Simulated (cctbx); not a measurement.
# Accept or mend?

Cell a = 10.3170 Å, b = 6.0330 Å, c = 11.2610 Å, α = 90.00°, β = 90.00°, γ = 90.00°; space group Amm2 (no. 38). The compound is Cd14SiIr.

The data are simulated with cctbx, not measured: Cu Kα, λ = 1.54184 Å, to d = 0.83 Å, 95 % of the full sphere, strongest reflection 5000 counts, noise from counting, a 3 % proportional error and a noise floor of 2 counts (s.d.); no absorption, and some extinction, which the refinements don't model.

An anisotropic refinement with weights 1/σ² prints:

```text
Rint 0.043, 750 unique reflections to 0.83 A
cycle     R1     wR2    GooF  max shift (A)
   1  0.1752  0.4135   6.352   0.05976
  12  0.0702  0.1945   2.988   0.00240
final R1 0.0702 wR2 0.1945 GooF 2.987  parameters 49  data/parameter 15.3
atom        x        y        z      Ueq    occ   su(xyz)  su(Uiso or U11)
Cd1    0.50000  0.00000  0.17632  -0.0225  1.000  0.00043  0.0017  NPD
Cd2    0.72756  0.50000  0.32582   0.0091  1.000  0.00065  0.0020
Cd3    0.76077  0.00000  0.33400  -0.0025  1.000  0.00041  0.0022  NPD
Cd4    0.75273  0.75095  0.07752   0.0008  1.000  0.00075  0.0013  NPD
Cd5    0.00000  0.25102  0.41694   0.0127  1.000  0.00199  0.0022
Cd6    0.50000  0.24360  0.42931  -0.0007  1.000  0.00186  0.0018  NPD
Cd7    0.00000  0.50000  0.18035   0.0126  1.000  0.00106  0.0030
Ir1    0.00000  0.00000  0.15588   0.0331  1.000  0.00071  0.0033
Si1    0.50000  0.50000  0.17012  -0.0086  1.000  0.00219  0.0104  NPD
difference map: max 14.10 min -7.76 rms 1.17
Q1    0.5000  0.0000  0.1756    2   14.23  0.01 A from Cd1
Q2    0.3004  0.0000  0.8293    4    5.31  0.29 A from Cd2
Q3    0.5000  0.0000  0.5401    2    4.69  1.46 A from Si1
Q4    0.0000  0.0000  0.6681    2    4.39  0.14 A from Cd7
Q5    0.1619  0.0000  0.3399    4    4.31  0.80 A from Cd3
Q6    0.2641  0.0000  0.3263    4    4.12  0.27 A from Cd3
```

**Question.** Can this result stand? If not, what is the likely fault?

Mend it. The fault: elements exchanged: Ir1 is Cd and Cd1 is Ir. Against the right model at the same level, R1 goes from 0.0268 to 0.0702 and GooF from 0.92 to 2.99, U of Cd1 shrinks from 0.0020 to -0.0225 Å², U of Ir1 swells from 0.0039 to 0.0331 Å², U of Cd7 swells from 0.0029 to 0.0126 Å² and the top difference peak, 14.2 e/Å³, lies on Cd1. Ir1 has 29 electrons too many and its U swells to shed them, as expected; Cd1 has 29 electrons too few and its U shrinks to make up, as expected. The fit had not settled when the cycles ran out.

The compound is Cd14SiIr. The right model at the same level gives:

```text
Rint 0.043, 750 unique reflections to 0.83 A
cycle     R1     wR2    GooF  max shift (A)
   1  0.0282  0.0626   0.962   0.01499
   7  0.0268  0.0599   0.920   0.00029
final R1 0.0268 wR2 0.0599 GooF 0.920  parameters 49  data/parameter 15.3
atom        x        y        z      Ueq    occ   su(xyz)  su(Uiso or U11)
Ir1    0.50000  0.00000  0.17726   0.0020  1.000  0.00013  0.0007
Cd1    0.72649  0.50000  0.32379   0.0042  1.000  0.00017  0.0006
Cd2    0.75923  0.00000  0.33496   0.0024  1.000  0.00014  0.0006
Cd3    0.75290  0.75108  0.07590   0.0024  1.000  0.00019  0.0004
Cd4    0.00000  0.24766  0.41543   0.0039  1.000  0.00122  0.0009
Cd5    0.50000  0.24527  0.42970   0.0036  1.000  0.00095  0.0009
Cd6    0.00000  0.50000  0.17146   0.0029  1.000  0.00036  0.0011
Cd7    0.00000  0.00000  0.16074   0.0039  1.000  0.00031  0.0011
Si1    0.50000  0.50000  0.15292   0.0111  1.000  0.00157  0.0038  NPD
Flack x: 0.01(6)
Hooft y: 0.029(68)  Bijvoet pairs: 353
difference map: max 1.40 min -1.68 rms 0.34
Q1    0.3871  0.0000  0.6123    4    1.44  1.25 A from Si1
Q2    0.2365  0.0000  0.2143    4    1.40  1.36 A from Cd2
Q3    0.3311  0.0000  0.6973    4    1.32  1.54 A from Cd1
Q4    0.1306  0.0000  0.7291    4    1.28  1.50 A from Cd6
Q5    0.2428  0.0000  0.0979    4    1.27  1.52 A from Cd3
Q6    0.1804  0.0000  0.8244    4    1.27  0.96 A from Cd1
```

The model is made up (kin elements in a known structure type, no relaxation), so it says nothing on whether the phase exists.

[Middle refinement cycles are left out of these outputs.]

[Logs are printed without paths, hosts, clocks, repeated set-up lines and the standing remarks that a program may print on its own settings, such as how far it seeks lower states.]
